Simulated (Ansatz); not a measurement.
# Na on V(110): change of the work function, part 2 of 5

How does Na on the shortbridge site change the work function of V(110) as the layer fills?

Ansatz 0.2.0; plane-wave DFT, PBE, Ansatz PAW.

So far, work function, upper face (eV): step 2 (the clean slab) 4.70.

### Step 3. The covered slab, k-mesh 4×4×1, coverage 0.111 ML

System of this step: NaV36 (Na/V(110)). The cell holds 37 atoms: 36 V and 1 Na. Cell: a = 7.846 Å, b = 7.846 Å, c = 27.287 Å, α = 90.0°, β = 90.0°, γ = 70.5°. Vacuum lies along c.

The clean slab as it ended is repeated in the plane and the adsorbate is set on one face; the cell's size fixes the coverage, and the k-mesh shrinks with it to keep the sampling density about even. Adsorbate and upper layers relax, since the dipole depends on the height.

Contents of input.yaml:

```yaml
crystal:
  lattice:
    - [6.4063874376, -4.53, 0.0]
    - [6.4063874376, 4.53, 0.0]
    - [0.0, 0.0, 27.2867724351]
  atoms:
    - { symbol: V, position: [0.0, 0.0, 0.329830141] }
    - { symbol: V, position: [0.1666666667, 0.1666666667, 0.4080901288] }
    - { symbol: V, position: [0.0, 0.0, 0.4848512676] }
    - { symbol: V, position: [0.1666666667, 0.1666666667, 0.5571598334] }
    - { symbol: V, position: [0.0, 0.3333333333, 0.329830141] }
    - { symbol: V, position: [0.1666666667, 0.5, 0.4080901288] }
    - { symbol: V, position: [0.0, 0.3333333333, 0.4848512676] }
    - { symbol: V, position: [0.1666666667, 0.5, 0.5571598334] }
    - { symbol: V, position: [0.0, 0.6666666667, 0.329830141] }
    - { symbol: V, position: [0.1666666667, 0.8333333333, 0.4080901288] }
    - { symbol: V, position: [0.0, 0.6666666667, 0.4848512676] }
    - { symbol: V, position: [0.1666666667, 0.8333333333, 0.5571598334] }
    - { symbol: V, position: [0.3333333333, 0.0, 0.329830141] }
    - { symbol: V, position: [0.5, 0.1666666667, 0.4080901288] }
    - { symbol: V, position: [0.3333333333, 0.0, 0.4848512676] }
    - { symbol: V, position: [0.5, 0.1666666667, 0.5571598334] }
    - { symbol: V, position: [0.3333333333, 0.3333333333, 0.329830141] }
    - { symbol: V, position: [0.5, 0.5, 0.4080901288] }
    - { symbol: V, position: [0.3333333333, 0.3333333333, 0.4848512676] }
    - { symbol: V, position: [0.5, 0.5, 0.5571598334] }
    - { symbol: V, position: [0.3333333333, 0.6666666667, 0.329830141] }
    - { symbol: V, position: [0.5, 0.8333333333, 0.4080901288] }
    - { symbol: V, position: [0.3333333333, 0.6666666667, 0.4848512676] }
    - { symbol: V, position: [0.5, 0.8333333333, 0.5571598334] }
    - { symbol: V, position: [0.6666666667, 0.0, 0.329830141] }
    - { symbol: V, position: [0.8333333333, 0.1666666667, 0.4080901288] }
    - { symbol: V, position: [0.6666666667, 0.0, 0.4848512676] }
    - { symbol: V, position: [0.8333333333, 0.1666666667, 0.5571598334] }
    - { symbol: V, position: [0.6666666667, 0.3333333333, 0.329830141] }
    - { symbol: V, position: [0.8333333333, 0.5, 0.4080901288] }
    - { symbol: V, position: [0.6666666667, 0.3333333333, 0.4848512676] }
    - { symbol: V, position: [0.8333333333, 0.5, 0.5571598334] }
    - { symbol: V, position: [0.6666666667, 0.6666666667, 0.329830141] }
    - { symbol: V, position: [0.8333333333, 0.8333333333, 0.4080901288] }
    - { symbol: V, position: [0.6666666667, 0.6666666667, 0.4848512676] }
    - { symbol: V, position: [0.8333333333, 0.8333333333, 0.5571598334] }
    - { symbol: Na, position: [0.0, 0.1666666667, 0.670169859] }
kpoints:
  mp_grid: { grid: [4, 4, 1] }
hamiltonian:
  xc: pbe
scf:
  occupations: { method: fermi_dirac, width: 0.1 }
  convergence: { dr2_threshold: 1.0e-08 }
efield:
  axis: 3
  dipole_correction: true
  ramp_position: 0.97
  ramp_width: 0.06
relax:
  f_tol: 0.02
  max_steps: 60
  constraints:
    - { sites: [0, 1, 4, 5, 8, 9, 12, 13, 16, 17, 20, 21, 24, 25, 28, 29, 32, 33] }
output:
  bader: true
  write_potential: true
  write_density: true
  volumetric_format: npy
```

On the command line:

```bash
> ansatz run input.yaml --threads 4 --pin off --max-ram 12288MiB --backend cpu --events-out ev --progress --plain --runs-dir out
```

Numbers of over 12 decimals in the logs are rounded to 6 here.

What it wrote:

```text
[...]
Crystal: 37 atoms, lattice volume = 1583.775 Å³
Basis set: ecut = 420 eV, 30829 PW (Γ), exchange–correlation on 108×108×384 points (8 copies of the dense FFT grid, shifted against one another)
Bands: 287, of which v1, the nominal top of the filled ones, is band 239 counted from 1 (238 counted from 0)
Symmetry: 2 space group operations
[...]
k-points: 10 of 16
[...]
SCF iter   1: F=—  HF=-106317.531188 eV  |F-HF|=—  |Δ(HF+E_count)|=         —  Δρ=1.30e-2  dr2=3.66e1  ethr=1.77e-3  p=0.960 e·Å  D=1.10e-1 V/Å  ΔV_dip=-2.99 eV  dr2_dipole=1.35e1  V_vac-E_F(+/−)=1.85/4.84 eV  ⟨swp⟩=11.7  Hψ=13346  notcnv=0
[...]
SCF iter  11: F=-106317.085713 eV  HF=-106317.085713 eV  |F-HF|=4.40e-8  |Δ(HF+E_count)|=   9.40e-8  Δρ=4.46e-7  dr2=6.40e-9  ethr=2.10e-12  p=0.752 e·Å  D=8.60e-2 V/Å  ΔV_dip=-2.35 eV  dr2_dipole=2.45e-10  V_vac-E_F(+/−)=2.45/4.79 eV  ⟨swp⟩=11.0  Hψ=19515  notcnv=0
SCF 1 converged in 11 iterations: F = -106317.085713 eV  dr2 = 6.40e-9
[...]
relax step   1: F+E_penalty+E_count = -106317.08571260 eV  Δ(F+E_penalty+E_count) = +0.000e0 eV  max|allowed force component| = 5.648e-1 eV/Å  Δτ_max = 0.0000 Å  (11 SCF iters, accepted)
[...]
SCF iter   9: F=-106317.150745 eV  HF=-106317.150745 eV  |F-HF|=7.25e-9  |Δ(HF+E_count)|=   5.07e-8  Δρ=3.85e-7  dr2=4.27e-9  ethr=2.10e-12  p=0.715 e·Å  D=8.17e-2 V/Å  ΔV_dip=-2.23 eV  dr2_dipole=5.03e-11  V_vac-E_F(+/−)=2.56/4.79 eV  ⟨swp⟩=10.7  Hψ=19091  notcnv=0
SCF 2 converged in 9 iterations: F = -106317.150745 eV  dr2 = 4.27e-9
[...]
relax step   2: F+E_penalty+E_count = -106317.15074469 eV  Δ(F+E_penalty+E_count) = -6.503e-2 eV  max|allowed force component| = 4.436e-1 eV/Å  Δτ_max = 0.1055 Å  (9 SCF iters, accepted)
SCF iter   1: F=—  HF=-106317.223508 eV  |F-HF|=—  |Δ(HF+E_count)|=         —  Δρ=2.76e-3  dr2=4.81e-1  ethr=1.22e-3  p=0.715 e·Å  D=8.17e-2 V/Å  ΔV_dip=-2.23 eV  dr2_dipole=4.25e-2  V_vac-E_F(+/−)=2.56/4.79 eV  ⟨swp⟩=4.6  Hψ=5064  notcnv=0
[...]
SCF iter  10: F=-106317.209901 eV  HF=-106317.209901 eV  |F-HF|=3.27e-9  |Δ(HF+E_count)|=   1.69e-8  Δρ=1.64e-7  dr2=6.63e-10  ethr=2.10e-12  p=0.639 e·Å  D=7.30e-2 V/Å  ΔV_dip=-1.99 eV  dr2_dipole=1.13e-11  V_vac-E_F(+/−)=2.80/4.79 eV  ⟨swp⟩=9.3  Hψ=16111  notcnv=0
SCF 3 converged in 10 iterations: F = -106317.209901 eV  dr2 = 6.63e-10
relax step   3: F+E_penalty+E_count = -106317.20990115 eV  Δ(F+E_penalty+E_count) = -5.916e-2 eV  max|allowed force component| = 7.523e-2 eV/Å  Δτ_max = 0.1955 Å  (10 SCF iters, accepted)
[...]
relax step   4: F+E_penalty+E_count = -106317.21338444 eV  Δ(F+E_penalty+E_count) = -3.483e-3 eV  max|allowed force component| = 2.417e-2 eV/Å  Δτ_max = 0.0572 Å  (8 SCF iters, accepted)
SCF iter   1: F=—  HF=-106317.215099 eV  |F-HF|=—  |Δ(HF+E_count)|=         —  Δρ=3.80e-4  dr2=1.01e-2  ethr=1.03e-5  p=0.622 e·Å  D=7.11e-2 V/Å  ΔV_dip=-1.94 eV  dr2_dipole=7.21e-4  V_vac-E_F(+/−)=2.85/4.79 eV  ⟨swp⟩=2.0  Hψ=4612  notcnv=0
[...]
SCF iter   7: F=-106317.213744 eV  HF=-106317.213744 eV  |F-HF|=2.86e-8  |Δ(HF+E_count)|=   1.71e-7  Δρ=4.23e-7  dr2=4.63e-9  ethr=2.10e-12  p=0.626 e·Å  D=7.15e-2 V/Å  ΔV_dip=-1.95 eV  dr2_dipole=3.01e-10  V_vac-E_F(+/−)=2.84/4.79 eV  ⟨swp⟩=8.7  Hψ=19182  notcnv=0
SCF 5 converged in 7 iterations: F = -106317.213744 eV  dr2 = 4.63e-9
relax step   5: F+E_penalty+E_count = -106317.21374435 eV  Δ(F+E_penalty+E_count) = -3.599e-4 eV  max|allowed force component| = 6.251e-3 eV/Å  Δτ_max = 0.0114 Å  (7 SCF iters, accepted)
NSCF: frozen V_eff on 10 k-points
[...]
SCF converged after 7 iterations
Free energy (F): -106317.213744 eV
[...]
Internal energy: -106315.175021 eV  (E = F + TS)
E sigma→0 (E₀):  -106316.194383 eV
Entropy (-TS):   -2.038723 eV (-55.101 meV/atom)
Fermi energy:    2.680608 eV
Dipole field:    D = 0.071543 V/Å  (p = 0.626175 e·Å, saw-weighted, corrected)
Work function:   Φ+ = 2.8423 eV   Φ− = 4.7944 eV
[...]
--- Forces (eV/Å), atoms counted from 1 ---
  atom   1  V      0.00029010     0.00295504     0.56541897
  atom   2  V      0.01366399     0.00896232    -0.59758487
  atom   3  V      0.00119450     0.00097363     0.00022196
  atom   4  V     -0.00310117     0.00192224     0.00511295
  atom   5  V     -0.00029010    -0.00295504     0.56541897
  atom   6  V      0.00716698     0.00368358    -0.52486775
  atom   7  V     -0.00119450    -0.00097363     0.00022196
  atom   8  V      0.00625093     0.00132277    -0.00066573
  atom   9  V      0.00000000     0.00000000     0.56802485
  atom  10  V     -0.01485284     0.00519308    -0.56874538
  atom  11  V      0.00000000     0.00000000     0.00029256
  atom  12  V     -0.00048722     0.00080742    -0.00192583
  atom  13  V      0.00149412     0.00277309     0.56142308
  atom  14  V      0.00000000     0.00000000    -0.56991011
  atom  15  V     -0.00196907     0.00010712    -0.00178801
  atom  16  V      0.00000000     0.00000000     0.00057209
  atom  17  V     -0.00375161    -0.00469742     0.55876575
  atom  18  V     -0.01455783     0.00263988    -0.54747256
  atom  19  V      0.00077502     0.00058615    -0.00022199
  atom  20  V     -0.00218181     0.00083952     0.00076407
  atom  21  V     -0.00113226     0.00132587     0.55396722
  atom  22  V      0.01455783    -0.00263988    -0.54747256
  atom  23  V      0.00160005    -0.00009345    -0.00114813
  atom  24  V      0.00218181    -0.00083952     0.00076407
  atom  25  V      0.00375161     0.00469742     0.55876575
  atom  26  V     -0.01366399    -0.00896232    -0.59758487
  atom  27  V     -0.00077502    -0.00058615    -0.00022199
  atom  28  V      0.00310117    -0.00192224     0.00511295
  atom  29  V     -0.00149412    -0.00277309     0.56142308
  atom  30  V      0.01485284    -0.00519308    -0.56874538
  atom  31  V      0.00196907    -0.00010712    -0.00178801
  atom  32  V      0.00048722    -0.00080742    -0.00192583
  atom  33  V      0.00113226    -0.00132587     0.55396722
  atom  34  V     -0.00716698    -0.00368358    -0.52486775
  atom  35  V     -0.00160005     0.00009345    -0.00114813
  atom  36  V     -0.00625093    -0.00132277    -0.00066573
  atom  37  Na     0.00000000     0.00000000    -0.00152571
  max |Σ_I F_I| component: 3.88e-5 eV/Å
--- Band table (eV; the first three rows and the last of 10) ---
  k-point 0: bands = [... 235 lower, 2.6433, 2.6497, 2.7106, 2.7129, 2.7154, 2.7209, 2.9188, 2.9228, ... 44 higher]
  k-point 1: bands = [... 235 lower, 2.4756, 2.6273, 2.7111, 2.7680, 2.7771, 2.7863, 2.8163, 2.8691, ... 44 higher]
  k-point 2: bands = [... 235 lower, 2.5491, 2.5802, 2.6119, 2.6636, 2.6688, 2.6897, 2.6979, 2.7827, ... 44 higher]
  k-point 9: bands = [... 235 lower, 2.5379, 2.5541, 2.5586, 2.6125, 2.6185, 2.6848, 2.6926, 2.6931, ... 44 higher]
--- Relaxed structure (5 steps of the walk, 5 accepted, 0 SCFs on fresh bases) ---
  F+E_penalty+E_count = -106317.21374435 eV   max|allowed force component| = 6.251e-3 eV/Å
  atoms:
    - { symbol: V, position: [0.0, 1.6666659794015238e-11, 0.329830141] }
    - { symbol: V, position: [0.166667, 0.166667, 0.4080901288] }
    - { symbol: V, position: [0.000435941, -0.00117231, 0.484524] }
    - { symbol: V, position: [0.167795, 0.167204, 0.555955] }
    - { symbol: V, position: [-2.7755575615628914e-17, 0.333333, 0.329830141] }
    - { symbol: V, position: [0.1666666667, 0.500000, 0.4080901288] }
    - { symbol: V, position: [-0.000435941, 0.334506, 0.484524] }
    - { symbol: V, position: [0.166797, 0.500666, 0.558209] }
    - { symbol: V, position: [0.0, 0.666667, 0.329830141] }
    - { symbol: V, position: [0.166667, 0.833333, 0.4080901288] }
    - { symbol: V, position: [0.0, 0.666667, 0.485164] }
    - { symbol: V, position: [0.165788, 0.836173, 0.558479] }
    - { symbol: V, position: [0.333333, 1.6666695801248466e-11, 0.329830141] }
    - { symbol: V, position: [0.500000, 0.166667, 0.4080901288] }
    - { symbol: V, position: [0.334442, -0.00128902, 0.484286] }
    - { symbol: V, position: [0.500000, 0.166667, 0.558221] }
    - { symbol: V, position: [0.333333, 0.333333, 0.329830141] }
    - { symbol: V, position: [0.5, 0.500000, 0.4080901288] }
    - { symbol: V, position: [0.333834, 0.334065, 0.484968] }
    - { symbol: V, position: [0.501855, 0.500447, 0.558092] }
    - { symbol: V, position: [0.333333, 0.666667, 0.329830141] }
    - { symbol: V, position: [0.5, 0.833333, 0.4080901288] }
    - { symbol: V, position: [0.333583, 0.666865, 0.484779] }
    - { symbol: V, position: [0.498145, 0.832886, 0.558092] }
    - { symbol: V, position: [0.666667, 1.666661253452162e-11, 0.329830141] }
    - { symbol: V, position: [0.833333, 0.166667, 0.4080901288] }
    - { symbol: V, position: [0.666166, -0.000731649, 0.484968] }
    - { symbol: V, position: [0.832205, 0.166130, 0.555955] }
    - { symbol: V, position: [0.666667, 0.333333, 0.329830141] }
    - { symbol: V, position: [0.833333, 0.500000, 0.4080901288] }
    - { symbol: V, position: [0.665558, 0.334622, 0.484286] }
    - { symbol: V, position: [0.834212, 0.497160, 0.558479] }
    - { symbol: V, position: [0.666667, 0.666667, 0.329830141] }
    - { symbol: V, position: [0.833333, 0.833333, 0.4080901288] }
    - { symbol: V, position: [0.666417, 0.666468, 0.484779] }
    - { symbol: V, position: [0.833203, 0.832667, 0.558209] }
    - { symbol: Na, position: [0.0, 0.166667, 0.657463] }
--- Bader charges: 37 sites ---
  site symbol  charge [e]  shift [e]
     0      V     -0.0938     0.0000
     1      V      0.0918     0.0001
     2      V      0.0937     0.0002
     3      V     -0.2992     0.0006
     4      V     -0.0938     0.0000
     5      V      0.0940     0.0002
     6      V      0.0937     0.0002
     7      V     -0.1288     0.0001
     8      V     -0.0952     0.0000
     9      V      0.0911     0.0001
    10      V      0.0964     0.0004
    11      V     -0.1737     0.0001
    12      V     -0.0937     0.0000
    13      V      0.0924     0.0002
    14      V      0.0914     0.0003
    15      V     -0.1246     0.0002
    16      V     -0.0957     0.0000
    17      V      0.0923     0.0001
    18      V      0.1026     0.0002
    19      V     -0.1246     0.0001
    20      V     -0.0949     0.0000
    21      V      0.0923     0.0001
    22      V      0.1026     0.0003
    23      V     -0.1247     0.0001
    24      V     -0.0957     0.0000
    25      V      0.0918     0.0001
    26      V      0.1026     0.0002
    27      V     -0.2992     0.0006
    28      V     -0.0937     0.0000
    29      V      0.0911     0.0001
    30      V      0.0915     0.0003
    31      V     -0.1737     0.0001
    32      V     -0.0949     0.0000
    33      V      0.0940     0.0002
    34      V      0.1026     0.0003
    35      V     -0.1288     0.0001
    36     Na      0.7207     0.0003
  estimated error of the sums over rays = 6.2e-4 e
```

Run time: 20 min. Hardware: 4 threads of Arm Neoverse V1, shared host; peak memory 8.8 GiB.

Relaxation path:

| step | energy less that of the first step (eV) | largest force component (eV/Å) |
| --- | --- | --- |
| 1 | 0.0000 | 0.5648 |
| 2 | -0.0650 | 0.4436 |
| 3 | -0.1242 | 0.0752 |
| 4 | -0.1277 | 0.0242 |
| 5 | -0.1280 | 0.0063 |

The run keeps the 2 symmetry operations that it works with, so distortions that break them were not tested.

The atoms that moved most (Å):

| atom | dx | dy | dz | length |
| --- | --- | --- | --- | --- |
| Na37 | 0.000 | 0.000 | -0.347 | 0.347 |
| V12 | 0.013 | 0.017 | 0.036 | 0.042 |
| V32 | -0.013 | -0.017 | 0.036 | 0.042 |
| V4 | 0.011 | -0.003 | -0.033 | 0.035 |
| V28 | -0.011 | 0.003 | -0.033 | 0.035 |
| V24 | -0.015 | 0.006 | 0.025 | 0.030 |
| V20 | 0.015 | -0.006 | 0.025 | 0.030 |
| V8 | 0.005 | 0.002 | 0.029 | 0.029 |

The relaxed structure:

```xyz
37
Lattice="6.4064 -4.5300 0.0000 6.4064 4.5300 0.0000 0.0000 0.0000 27.2868" Properties=species:S:1:pos:R:3
V     0.0000    0.0000    9.0000
V     2.1355    0.0000   11.1355
V    -0.0047   -0.0073   13.2211
V     2.1461   -0.0027   15.1702
V     2.1355    1.5100    9.0000
V     4.2709    1.5100   11.1355
V     2.1402    1.5173   13.2211
V     4.2760    1.5124   15.2317
V     4.2709    3.0200    9.0000
V     6.4064    3.0200   11.1355
V     4.2709    3.0200   13.2386
V     6.4190    3.0368   15.2391
V     2.1355   -1.5100    9.0000
V     4.2709   -1.5100   11.1355
V     2.1343   -1.5209   13.2146
V     4.2709   -1.5100   15.2321
V     4.2709    0.0000    9.0000
V     6.4064    0.0000   11.1355
V     4.2788    0.0010   13.2332
V     6.4211   -0.0064   15.2285
V     6.4064    1.5100    9.0000
V     8.5418    1.5100   11.1355
V     6.4093    1.5098   13.2281
V     8.5271    1.5164   15.2285
V     4.2709   -3.0200    9.0000
V     6.4064   -3.0200   11.1355
V     4.2630   -3.0210   13.2332
V     6.3957   -3.0173   15.1702
V     6.4064   -1.5100    9.0000
V     8.5418   -1.5100   11.1355
V     6.4075   -1.4991   13.2146
V     8.5293   -1.5268   15.2391
V     8.5418    0.0000    9.0000
V    10.6773    0.0000   11.1355
V     8.5390    0.0002   13.2281
V    10.6722   -0.0024   15.2317
Na    1.0677    0.7550   17.9400
```

Numbers from this step:

```
energy at zero smearing        : -106316.1944 eV
work function, upper face      : 2.842 eV
work function, lower face      : 4.794 eV
dipole along the normal        : 0.6262 e·Å
step between the vacuum levels : -1.952 eV
```

Running mean over 2.135 Å of the planar mean; the ramp of the sawtooth is left out. Electron's electrostatic potential energy less the Fermi level against z:

| z (Å) | electron's electrostatic potential energy less the Fermi level (eV) |
| --- | --- |
| 4 | 4.79 |
| 5 | 4.78 |
| 6 | 4.66 |
| 7 | 3.50 |
| 8 | -3.00 |
| 9 | -7.87 |
| 10 | -7.76 |
| 11 | -7.75 |
| 12 | -8.04 |
| 13 | -7.91 |
| 14 | -8.74 |
| 15 | -8.34 |
| 16 | -4.77 |
| 17 | 1.69 |
| 18 | 2.54 |
| 19 | 2.56 |
| 20 | 2.81 |
| 21 | 2.84 |
| 22 | 2.84 |
| 23 | 2.84 |
| 24 | 2.84 |

The relaxation took 5 steps and lowered the energy by 0.13 eV; the largest force on the free atoms ends at 0.0063 eV/Å.

The covered face has 2.84 eV, -1.86 eV against the clean one; the bare back face has moved by +0.00 eV, a measure of how thin the slab is.

(Continued in part 3 of 5.)

[Logs are printed without paths, hosts, clocks, repeated set-up lines and the standing remarks that a program may print on its own settings, such as how far it seeks lower states.]

[Hosts, paths, dates, database ids (printed as entryN), source tags and the programs' standing remarks are cut or masked in the printed files.]

[Maps of the electrostatic potential energy from Ansatz leave out the sawtooth potential of an applied field or a dipole correction, so their vacuum need not be flat; planar profiles and work functions include it.]
